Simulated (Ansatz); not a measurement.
# Ba on Co(0001): change of the work function

Aim: the work function of Co(0001) at several coverages of Ba (fcc site), and the dipole that each adsorbate carries.

Main program and level: Ansatz 0.2.0; plane-wave DFT, PBE, Ansatz PAW.

### Step 1. The system as given

The cell holds 4 atoms: 4 Co. Cell: a = 2.510 Å, b = 2.510 Å, c = 24.107 Å, α = 90.0°, β = 90.0°, γ = 60.0°. Vacuum lies along c.

### Step 2. The clean slab

The bare slab comes first, as the zero from which every change is counted. The two lowest layers are held at bulk places and the upper ones relax. The dipole correction removes the false field that a one-sided slab makes across the periodic vacuum, so each face gets a flat vacuum level of its own.

input.yaml

```yaml
crystal:
  lattice:
    - [2.51, 0.0, 0.0]
    - [1.255, 2.1737237635, 0.0]
    - [0.0, 0.0, 24.10683]
  atoms:
    - { symbol: Co, position: [0.6666666667, 0.6666666667, 0.3733381784], spin: 1.7 }
    - { symbol: Co, position: [0.0, 0.0, 0.4577793928], spin: 1.7 }
    - { symbol: Co, position: [0.6666666667, 0.6666666667, 0.5422206072], spin: 1.7 }
    - { symbol: Co, position: [0.0, 0.0, 0.6266618216], spin: 1.7 }
magnetization:
  spin_polarized: true
kpoints:
  mp_grid: { grid: [12, 12, 1] }
hamiltonian:
  xc: pbe
scf:
  occupations: { method: fermi_dirac, width: 0.1 }
  convergence: { dr2_threshold: 1.0e-08 }
efield:
  axis: 3
  dipole_correction: true
  ramp_position: 0.97
  ramp_width: 0.06
relax:
  f_tol: 0.02
  max_steps: 60
  constraints: [{ sites: [0, 1] }]
output:
  write_potential: true
  write_density: true
  volumetric_format: npy
```

Launch:

```bash
$ ansatz run input.yaml --threads 4 --pin off --max-ram 16384MiB --backend cpu --events-out ev --progress --plain --runs-dir out
```

Log:

```text
Engine: ansatz 0.2.0, aarch64-unknown-linux-gnu
Pseudopotentials: kind: paw
Pseudopotential: Co, paw, valence charge 17, recommended cutoff 420 eV (normal), Co.paw.azcp
Functional definition: PBE
  parameter kappa = 0.804
  parameter beta = 0.066725
  exchange = pbe_x(kappa = kappa, mu = beta*pi^2/3)
  correlation = pbe_c(beta = beta)
Crystal: 4 atoms, lattice volume = 131.528 Å³
Basis set: ecut = 420 eV, 2559 PW (Γ), exchange–correlation on 36×36×324 points (8 copies of the dense FFT grid, shifted against one another)
Bands: 45, of which v1, the nominal top of the filled ones, is band 34 counted from 1 (33 counted from 0)
Symmetry: 6 space group operations
k-points: 19 of 144 (time reversal used)
Non-local potential: Co, projectors of the file, l = 0: 3, l = 1: 2, l = 2: 3, l = 3: 1
PAW form: soft (Blöchl's): semilocal exchange-correlation on the pseudo side does not see the compensation charge
PAW one-centre angular grid: Co, 590 points (default); XC on 64 Gauss nodes
Initial density: superposition of atomic densities (neutral atoms: chi_scale 0, normalization atom)
Starting moments: Σ|m| = 6.8 μB on 4 of 4 sites
Initial wavefunctions: pseudopotential atomic-orbital guess
Functional: x = pbe(κ = 0.804, μ = 0.219515), c = pbe(β = 0.066725)
SCF iter   1: F=—  HF=-20501.283179 eV  |F-HF|=—  |Δ(HF+E_count)|=         —  Δρ=4.96e-2 (↑1.05e-2 ↓4.96e-2)  dr2=5.44e0  dr2_m=7.36e-1  M=6.870 μB ∫|m|=7.076 μB  β_m=1.00  ethr=3.10e-3  p=0.000 e·Å  D=5.04e-13 V/Å  ΔV_dip=-0.00 eV  dr2_dipole=6.91e-14  V_vac-E_F(+/−)=7.43/7.43 eV  ⟨swp⟩=11.6  Hψ=9064  notcnv=0  defer=12
Mixer restart at iter 1: flushing history
efield: sawtooth ramp at fractional position 0.9700 (set: `efield.ramp_position`, or a place that a band, a saddle search or an elastic batch's reference lends), width 0.0600; the density the first Hamiltonian is built on has a dipole p = 0.000 e·Å; the dipole correction subtracts the counter field D = 5.04e-13 V/Å, which shifts the + side's vacuum level by -0.00 eV against the − side's; the planar-averaged density in the ramp window peaks in size at 9.3e-6 e/Å³
preconditioner: auto → LDOS  [metal: Δε(μ)=0.017 eV  Ē_g=6.887 eV  σ=0.100 eV  W_gap=0.04  n_scr=18 (ndim 8)  ℏωp=19.4 eV  f_vac=0.597  D(μ)=4.76/eV (n_scr^D=18)]
spin=Collinear: LDOS preconditioning applied to the charge; magnetization (m = ρ↑ − ρ↓) channel mixes plain (no charge-response kernel on spin).
SCF iter   2: F=—  HF=-20500.677815 eV  |F-HF|=—  |Δ(HF+E_count)|=   6.05e-1  Δρ=1.21e-2 (↑1.21e-2 ↓7.84e-3)  dr2=4.83e-1  dr2_m=7.43e-2  M=6.898 μB ∫|m|=7.367 μB  β_m=0.34  ethr=3.10e-3  p=-0.000 e·Å  D=-2.46e-5 V/Å  ΔV_dip=0.00 eV  dr2_dipole=1.91e-7  V_vac-E_F(+/−)=6.53/6.53 eV  ⟨swp⟩=2.7  Hψ=3071  notcnv=0  defer=51
density mixer auto → msr1: a metal under ldos (density of states about μ 3.22 of a free-electron gas's, 18 screened modes)
SCF iter   3: F=—  HF=-20501.994777 eV  |F-HF|=—  |Δ(HF+E_count)|=    1.32e0  Δρ=4.76e-3 (↑4.76e-3 ↓4.65e-3)  dr2=9.37e-2  dr2_m=1.60e-2  M=6.919 μB ∫|m|=7.458 μB  β_m=0.48  ethr=7.10e-4  p=-0.000 e·Å  D=-4.93e-6 V/Å  ΔV_dip=0.00 eV  dr2_dipole=8.08e-8  V_vac-E_F(+/−)=5.92/5.92 eV  ⟨swp⟩=2.9  Hψ=2992  notcnv=0  defer=51
SCF iter   4: F=—  HF=-20502.978219 eV  |F-HF|=—  |Δ(HF+E_count)|=         —  Δρ=5.17e-3 (↑5.17e-3 ↓2.79e-3)  dr2=4.72e-2  dr2_m=7.71e-3  M=6.980 μB ∫|m|=7.615 μB  β_m=0.48  ethr=1.38e-4  p=0.000 e·Å  D=1.00e-6 V/Å  ΔV_dip=-0.00 eV  dr2_dipole=3.72e-8  V_vac-E_F(+/−)=5.27/5.27 eV  ⟨swp⟩=3.2  Hψ=3763  notcnv=0  defer=53
SCF iter   5: F=—  HF=-20503.130186 eV  |F-HF|=—  |Δ(HF+E_count)|=   1.52e-1  Δρ=2.48e-3 (↑1.51e-3 ↓2.48e-3)  dr2=1.24e-2  dr2_m=1.57e-3  M=6.908 μB ∫|m|=7.565 μB  β_m=0.64  ethr=6.94e-5  p=0.000 e·Å  D=1.27e-6 V/Å  ΔV_dip=-0.00 eV  dr2_dipole=5.37e-10  V_vac-E_F(+/−)=5.11/5.11 eV  ⟨swp⟩=2.2  Hψ=3111  notcnv=0  defer=53
SCF iter   6: F=—  HF=-20503.154936 eV  |F-HF|=—  |Δ(HF+E_count)|=   2.48e-2  Δρ=1.15e-3 (↑8.50e-4 ↓1.15e-3)  dr2=3.50e-3  dr2_m=1.52e-4  M=6.880 μB ∫|m|=7.545 μB  β_m=0.80  ethr=1.83e-5  p=0.000 e·Å  D=2.95e-6 V/Å  ΔV_dip=-0.00 eV  dr2_dipole=6.98e-9  V_vac-E_F(+/−)=5.04/5.04 eV  ⟨swp⟩=2.1  Hψ=2807  notcnv=0  defer=53
SCF iter   7: F=—  HF=-20503.158756 eV  |F-HF|=—  |Δ(HF+E_count)|=   3.82e-3  Δρ=5.96e-4 (↑5.02e-4 ↓5.96e-4)  dr2=1.26e-3  dr2_m=2.25e-5  M=6.862 μB ∫|m|=7.535 μB  β_m=0.70  ethr=5.15e-6  p=-0.000 e·Å  D=-6.61e-6 V/Å  ΔV_dip=0.00 eV  dr2_dipole=4.71e-8  V_vac-E_F(+/−)=5.00/5.00 eV  ⟨swp⟩=2.4  Hψ=3309  notcnv=0  defer=55
SCF iter   8: F=—  HF=-20503.158660 eV  |F-HF|=—  |Δ(HF+E_count)|=   9.67e-5  Δρ=1.88e-4 (↑1.88e-4 ↓1.66e-4)  dr2=7.45e-5  dr2_m=6.98e-6  M=6.861 μB ∫|m|=7.536 μB  β_m=0.70  ethr=1.85e-6  p=0.000 e·Å  D=1.90e-6 V/Å  ΔV_dip=-0.00 eV  dr2_dipole=1.38e-10  V_vac-E_F(+/−)=4.99/4.99 eV  ⟨swp⟩=2.4  Hψ=3092  notcnv=0  defer=56
SCF iter   9: F=—  HF=-20503.158672 eV  |F-HF|=—  |Δ(HF+E_count)|=   1.27e-5  Δρ=6.53e-5 (↑3.95e-5 ↓6.53e-5)  dr2=5.92e-6  dr2_m=2.71e-6  M=6.858 μB ∫|m|=7.537 μB  β_m=0.79  ethr=1.10e-7  p=-0.000 e·Å  D=-1.04e-6 V/Å  ΔV_dip=0.00 eV  dr2_dipole=6.55e-10  V_vac-E_F(+/−)=4.98/4.98 eV  ⟨swp⟩=2.6  Hψ=2918  notcnv=0  defer=56
SCF iter  10: F=—  HF=-20503.158675 eV  |F-HF|=—  |Δ(HF+E_count)|=   2.25e-6  Δρ=3.81e-5 (↑3.81e-5 ↓2.00e-5)  dr2=3.10e-6  dr2_m=1.73e-7  M=6.858 μB ∫|m|=7.537 μB  β_m=0.68  ethr=8.70e-9  p=0.000 e·Å  D=2.53e-6 V/Å  ΔV_dip=-0.00 eV  dr2_dipole=6.49e-9  V_vac-E_F(+/−)=4.98/4.98 eV  ⟨swp⟩=2.4  Hψ=2802  notcnv=0  defer=56
SCF iter  11: F=—  HF=-20503.158675 eV  |F-HF|=—  |Δ(HF+E_count)|=   4.99e-7  Δρ=1.15e-5 (↑6.30e-6 ↓1.15e-5)  dr2=2.56e-7  dr2_m=6.68e-8  M=6.857 μB ∫|m|=7.537 μB  β_m=0.59  ethr=4.56e-9  p=-0.000 e·Å  D=-2.92e-6 V/Å  ΔV_dip=0.00 eV  dr2_dipole=1.05e-8  V_vac-E_F(+/−)=4.98/4.98 eV  ⟨swp⟩=2.3  Hψ=2831  notcnv=0  defer=56
SCF iter  12: F=—  HF=-20503.158675 eV  |F-HF|=—  |Δ(HF+E_count)|=   9.93e-8  Δρ=6.32e-6 (↑3.05e-6 ↓6.32e-6)  dr2=3.02e-8  dr2_m=2.20e-8  M=6.857 μB ∫|m|=7.537 μB  β_m=0.79  ethr=3.77e-10  p=0.000 e·Å  D=3.20e-7 V/Å  ΔV_dip=-0.00 eV  dr2_dipole=3.26e-10  V_vac-E_F(+/−)=4.98/4.98 eV  ⟨swp⟩=2.3  Hψ=2600  notcnv=0  defer=56
SCF iter  13: F=—  HF=-20503.158675 eV  |F-HF|=—  |Δ(HF+E_count)|=   8.20e-8  Δρ=3.67e-6 (↑3.67e-6 ↓3.22e-6)  dr2=5.57e-8  dr2_m=3.60e-9  M=6.857 μB ∫|m|=7.538 μB  β_m=0.63  ethr=4.44e-11  p=-0.000 e·Å  D=-2.65e-6 V/Å  ΔV_dip=0.00 eV  dr2_dipole=1.06e-8  V_vac-E_F(+/−)=4.98/4.98 eV  ⟨swp⟩=3.1  Hψ=3575  notcnv=0  defer=56
[...]
preconditioner: auto → LDOS  [metal: Δε(μ)=0.011 eV  Ē_g=6.720 eV  σ=0.100 eV  W_gap=0.03  n_scr=12 (ndim 8)  ℏωp=19.4 eV  f_vac=0.612  D(μ)=3.74/eV (n_scr^D=16)]
spin=Collinear: LDOS preconditioning applied to the charge; magnetization (m = ρ↑ − ρ↓) channel mixes plain (no charge-response kernel on spin).
SCF iter   2: F=—  HF=-20503.182460 eV  |F-HF|=—  |Δ(HF+E_count)|=   6.54e-5  Δρ=1.31e-4 (↑1.31e-4 ↓1.26e-4)  dr2=3.27e-4  dr2_m=1.50e-6  M=6.834 μB ∫|m|=7.500 μB  β_m=0.31  ethr=1.53e-6  p=0.002 e·Å  D=2.56e-3 V/Å  ΔV_dip=-0.06 eV  dr2_dipole=1.26e-4  V_vac-E_F(+/−)=4.93/4.99 eV  ⟨swp⟩=2.1  Hψ=2531  notcnv=0  defer=64
density mixer auto → msr1: a metal under ldos (density of states about μ 2.82 of a free-electron gas's, 18 screened modes)
SCF iter   3: F=—  HF=-20503.182459 eV  |F-HF|=—  |Δ(HF+E_count)|=   8.64e-7  Δρ=1.32e-4 (↑1.32e-4 ↓6.95e-5)  dr2=8.49e-5  dr2_m=6.29e-6  M=6.834 μB ∫|m|=7.500 μB  β_m=0.44  ethr=4.81e-7  p=0.002 e·Å  D=2.44e-3 V/Å  ΔV_dip=-0.06 eV  dr2_dipole=2.77e-5  V_vac-E_F(+/−)=4.93/4.99 eV  ⟨swp⟩=1.6  Hψ=1860  notcnv=0  defer=64
SCF iter   4: F=—  HF=-20503.182475 eV  |F-HF|=—  |Δ(HF+E_count)|=   1.58e-5  Δρ=6.00e-5 (↑5.17e-5 ↓6.00e-5)  dr2=2.34e-5  dr2_m=2.73e-6  M=6.835 μB ∫|m|=7.501 μB  β_m=0.50  ethr=1.25e-7  p=0.002 e·Å  D=2.49e-3 V/Å  ΔV_dip=-0.06 eV  dr2_dipole=6.53e-6  V_vac-E_F(+/−)=4.93/4.99 eV  ⟨swp⟩=1.8  Hψ=2028  notcnv=0  defer=64
SCF iter   5: F=—  HF=-20503.182484 eV  |F-HF|=—  |Δ(HF+E_count)|=   8.94e-6  Δρ=5.34e-5 (↑5.34e-5 ↓3.33e-5)  dr2=7.93e-7  dr2_m=2.13e-6  M=6.836 μB ∫|m|=7.501 μB  β_m=0.64  ethr=3.44e-8  p=0.002 e·Å  D=2.54e-3 V/Å  ΔV_dip=-0.06 eV  dr2_dipole=1.53e-7  V_vac-E_F(+/−)=4.93/4.99 eV  ⟨swp⟩=2.0  Hψ=2380  notcnv=0  defer=64
SCF iter   6: F=—  HF=-20503.182487 eV  |F-HF|=—  |Δ(HF+E_count)|=   3.70e-6  Δρ=2.43e-5 (↑2.43e-5 ↓7.21e-6)  dr2=7.27e-7  dr2_m=1.91e-7  M=6.836 μB ∫|m|=7.502 μB  β_m=0.65  ethr=1.17e-9  p=0.002 e·Å  D=2.57e-3 V/Å  ΔV_dip=-0.06 eV  dr2_dipole=2.86e-8  V_vac-E_F(+/−)=4.93/4.99 eV  ⟨swp⟩=3.0  Hψ=3471  notcnv=0  defer=64
SCF iter   7: F=—  HF=-20503.182487 eV  |F-HF|=—  |Δ(HF+E_count)|=   1.19e-7  Δρ=9.49e-6 (↑8.56e-6 ↓9.49e-6)  dr2=4.08e-7  dr2_m=2.71e-8  M=6.836 μB ∫|m|=7.502 μB  β_m=0.57  ethr=1.07e-9  p=0.002 e·Å  D=2.57e-3 V/Å  ΔV_dip=-0.06 eV  dr2_dipole=7.01e-8  V_vac-E_F(+/−)=4.93/4.99 eV  ⟨swp⟩=2.0  Hψ=2982  notcnv=0  defer=64
SCF iter   8: F=—  HF=-20503.182487 eV  |F-HF|=—  |Δ(HF+E_count)|=   3.91e-8  Δρ=3.66e-6 (↑3.66e-6 ↓2.36e-6)  dr2=1.56e-8  dr2_m=9.75e-9  M=6.836 μB ∫|m|=7.502 μB  β_m=0.70  ethr=6.00e-10  p=0.002 e·Å  D=2.57e-3 V/Å  ΔV_dip=-0.06 eV  dr2_dipole=9.30e-10  V_vac-E_F(+/−)=4.93/4.99 eV  ⟨swp⟩=2.4  Hψ=2856  notcnv=0  defer=64
SCF iter   9: F=—  HF=-20503.182487 eV  |F-HF|=—  |Δ(HF+E_count)|=   4.03e-8  Δρ=1.38e-6 (↑1.31e-6 ↓1.38e-6)  dr2=4.04e-9  dr2_m=1.04e-9  M=6.836 μB ∫|m|=7.502 μB  β_m=0.65  ethr=2.30e-11  p=0.002 e·Å  D=2.57e-3 V/Å  ΔV_dip=-0.06 eV  dr2_dipole=1.27e-10  V_vac-E_F(+/−)=4.93/4.99 eV  ⟨swp⟩=2.8  Hψ=3042  notcnv=0  defer=64
SCF iter  10: F=—  HF=-20503.182487 eV  |F-HF|=—  |Δ(HF+E_count)|=   7.22e-9  Δρ=1.37e-6 (↑8.82e-7 ↓1.37e-6)  dr2=1.39e-8  dr2_m=3.69e-10  M=6.836 μB ∫|m|=7.502 μB  β_m=0.67  ethr=5.94e-12  p=0.002 e·Å  D=2.57e-3 V/Å  ΔV_dip=-0.06 eV  dr2_dipole=4.02e-9  V_vac-E_F(+/−)=4.93/4.99 eV  ⟨swp⟩=2.8  Hψ=3515  notcnv=0  defer=64
SCF iter  11: F=-20503.182487 eV  HF=-20503.182487 eV  |F-HF|=5.18e-9  |Δ(HF+E_count)|=   2.51e-9  Δρ=8.80e-7 (↑3.13e-7 ↓8.80e-7)  dr2=4.60e-9  dr2_m=2.09e-10  M=6.836 μB ∫|m|=7.502 μB  ethr=5.94e-12  p=0.002 e·Å  D=2.57e-3 V/Å  ΔV_dip=-0.06 eV  dr2_dipole=1.32e-9  V_vac-E_F(+/−)=4.93/4.99 eV  ⟨swp⟩=7.0  Hψ=9563  notcnv=0
SCF 4 converged in 11 iterations: F = -20503.182487 eV  dr2 = 4.60e-9
relax step   4: F+E_penalty+E_count = -20503.18248727 eV  Δ(F+E_penalty+E_count) = -2.578e-4 eV  max|allowed force component| = 6.602e-3 eV/Å  Δτ_max = 0.0084 Å  (11 SCF iters, accepted)
NSCF: frozen V_eff on 19 k-points
the band table was solved once a step of the walk had ended and its energy, with any forces and stress, was formed, with the checks that follow a solve (9233 applications of the Hamiltonian). They found nothing against the state; the energy, forces and stress were not computed again (output.eigenvalues in the input reference)
WARN: The output density's exchange-correlation potential varies sharply where the density is thin. Do not read a vacuum level from v_tot or v_xc, or from such a field of the output density. On a cell that repeats whose density bears no net charge and no dipole along the vacuum's axis use v_es (v_loc + v_h of the components); under efield.dipole_correction with no amplitude use v_es + v_field, which holds any externa [...]
SCF converged after 11 iterations
Magnetization: 6.8365 μB (37.4182 up, 30.5818 down)
Absolute magnetization: 7.5041 μB (∫|ρ↑−ρ↓|, with the PAW one-centre terms)
Spin contamination: 0.1418 ħ² per cell (⟨S²⟩ above its minimum at these occupations)
Per-site moments (μB) at R_I (Å): [(1.819632, 1.030734), (1.757752, 1.030734), (1.742027, 1.000660), (1.792708, 1.000660)]
Free energy (F): -20503.182487 eV
Harris-Foulkes:  -20503.182487 eV  (|F-HF|=5.18e-9)
Internal energy: -20503.052780 eV  (E = F + TS)
E sigma→0 (E₀):  -20503.117634 eV
Entropy (-TS):   -0.129707 eV (-32.427 meV/atom)
Fermi energy:    2.954768 eV
Dipole field:    D = 0.002626 V/Å  (p = 0.001909 e·Å, saw-weighted, corrected)
Work function:   Φ+ = 4.9253 eV   Φ− = 4.9886 eV
Levels:          The Fermi level and band energies are counted from a zero that moves with the ramp; work functions are not
--- Per-component energies (eV) ---
  E_band       = -2041.790011
  E_kinetic    = 1808.861082
  E_local      = -151342.607085  (includes V_loc(G=0)·N_el)
  E_nonlocal   = 1821.381808
  E_hartree    = 74222.730396
  E_xc         = -632.279232
  E_vxc        = -815.577330  (∫ρ·V_xc dr)
  E_paw        = -6063.646017  (= ΣΔE_a)
  E_vpaw       = -1959.317964  (= ΣTr[D̂ρ^β])
  E_aug_tail   = 0.000301  (compensation charges beyond the density's cutoff)
  E_efield     = 0.000003  (sawtooth field / dipole correction)
  E_vefield    = 0.003157  (∫n·V_field dr)
  E_ewald      = 59682.505964
  E_smearing   = -0.129707  (= −TS)
  E_closure    = -0.000000  (closes the sum)
  Σ components = -20503.182487   (vs F -20503.182487, Δ=0.00e0)
--- Forces (eV/Å), atoms counted from 1 ---
  atom   1  Co     0.00000000     0.00000000     0.50233302
  atom   2  Co    -0.00000000     0.00000000    -0.49982607
  atom   3  Co     0.00000000    -0.00000000     0.00407533
  atom   4  Co    -0.00000000    -0.00000000    -0.00660206
  max |Σ_I F_I| component: 1.98e-5 eV/Å
--- Band table (eV; the first three rows and the last of 38) ---
  k-point 0 ↑: bands = [... 30 lower, 0.6027, 1.1317, 1.1317, 1.5257, 1.5257, 1.8851, 1.8851, 2.0257, ... 7 higher]
  k-point 1 ↑: bands = [... 30 lower, 0.6932, 1.0395, 1.1017, 1.3850, 1.5039, 1.5354, 1.7908, 1.8846, ... 7 higher]
  k-point 2 ↑: bands = [... 30 lower, 0.8036, 0.9408, 1.0332, 1.1441, 1.4384, 1.4726, 1.8810, 2.0831, ... 7 higher]
  k-point 18 ↓: bands = [... 30 lower, 3.1142, 3.7214, 3.7507, 3.8049, 3.9140, 3.9574, 8.5075, 8.8942, ... 7 higher]
--- Relaxed structure (4 steps of the walk, 4 accepted, 0 SCFs on fresh bases) ---
  F+E_penalty+E_count = -20503.18248727 eV   max|allowed force component| = 6.602e-3 eV/Å
  atoms:
    - { symbol: Co, position: [0.666667, 0.666667, 0.373338] }
    - { symbol: Co, position: [0.0, 0.0, 0.4577793928] }
    - { symbol: Co, position: [0.666667, 0.666667, 0.542627] }
    - { symbol: Co, position: [-4.105840e-18, 0, 0.623327] }
```

Wall time 36 s (4 threads of Arm Neoverse V1, shared host); peak memory 0.54 GiB.

Relaxation path:

| step | energy less that of the first step (eV) | largest force component (eV/Å) |
| --- | --- | --- |
| 1 | 0.0000 | 0.4887 |
| 2 | -0.0156 | 0.3161 |
| 3 | -0.0236 | 0.0611 |
| 4 | -0.0238 | 0.0066 |

Forces are held to the 6 operations that the program found; a distortion that breaks them can't arise in this run.

The atoms that moved most (Å):

| atom | dx | dy | dz | length |
| --- | --- | --- | --- | --- |
| Co4 | 0.000 | 0.000 | -0.080 | 0.080 |
| Co3 | 0.000 | 0.000 | 0.010 | 0.010 |

Final coordinates:

```xyz
4
Lattice="2.5100 0.0000 0.0000 1.2550 2.1737 0.0000 0.0000 0.0000 24.1068" Properties=species:S:1:pos:R:3
Co    2.5100    1.4491    9.0000
Co    0.0000    0.0000   11.0356
Co    2.5100    1.4491   13.0810
Co    0.0000    0.0000   15.0264
```

Read from the output:

* energy at zero smearing: -20503.1176 eV
* total moment: 6.836 μB
* site moments: 1.820, 1.758, 1.742, 1.793 μB
* work function, upper face: 4.925 eV
* work function, lower face: 4.989 eV
* dipole along the normal: 0.001909 e·Å
* step between the vacuum levels: -0.06331 eV

Running mean over 2.03561 Å of the planar mean; the ramp of the sawtooth is left out. Table of electron's electrostatic potential energy less the Fermi level by z:

z (Å), electron's electrostatic potential energy less the Fermi level (eV) and a bar from the least value:
```
      3.0        5.0 ##############################
      3.5        5.0 ##############################
      4.0        5.0 ##############################
      4.5        5.0 ##############################
      5.0        5.0 ##############################
      5.5        5.0 ##############################
      6.0        4.9 ##############################
      6.5        4.8 ##############################
      7.0        4.2 #############################
      7.5        1.9 ########################
      8.0       -3.5 ###############
      8.5       -8.6 #####
      9.0      -10.3 ##
      9.5      -10.5 ##
     10.0      -10.5 ##
     10.5      -10.5 ##
     11.0      -10.6 ##
     11.5      -10.5 ##
     12.0      -10.5 ##
     12.5      -10.5 ##
     13.0      -10.6 ##
     13.5      -11.1 #
     14.0      -11.5 
     14.5      -11.2 #
     15.0      -10.4 ##
     15.5       -8.8 #####
     16.0       -3.8 ##############
     16.5        1.7 ########################
     17.0        4.1 ############################
     17.5        4.7 #############################
     18.0        4.9 ##############################
     18.5        4.9 ##############################
     19.0        4.9 ##############################
     19.5        4.9 ##############################
     20.0        4.9 ##############################
     20.5        4.9 ##############################
     21.0        4.9 ##############################
```

Site moment by atom:

| atom | site moment (μB) |
| --- | --- |
| Co1 | 1.82 |
| Co2 | 1.76 |
| Co3 | 1.74 |
| Co4 | 1.79 |

The relaxation took 4 steps and lowered the energy by 0.024 eV; the largest force on the free atoms ends at 0.0066 eV/Å.

The work function of the upper face is 4.93 eV.

(Part 1 of 4 ends here.)

[Long decimals in the printed logs are rounded to 6 places.]

[Logs are printed without paths, hosts, clocks, repeated set-up lines and the standing remarks that a program may print on its own settings, such as how far it seeks lower states.]

[Hosts, paths, dates, database ids (printed as entryN), source tags and the programs' standing remarks are cut or masked in the printed files.]

[Maps of the electrostatic potential energy from Ansatz leave out the sawtooth potential of an applied field or a dipole correction, so their vacuum need not be flat; planar profiles and work functions include it.]
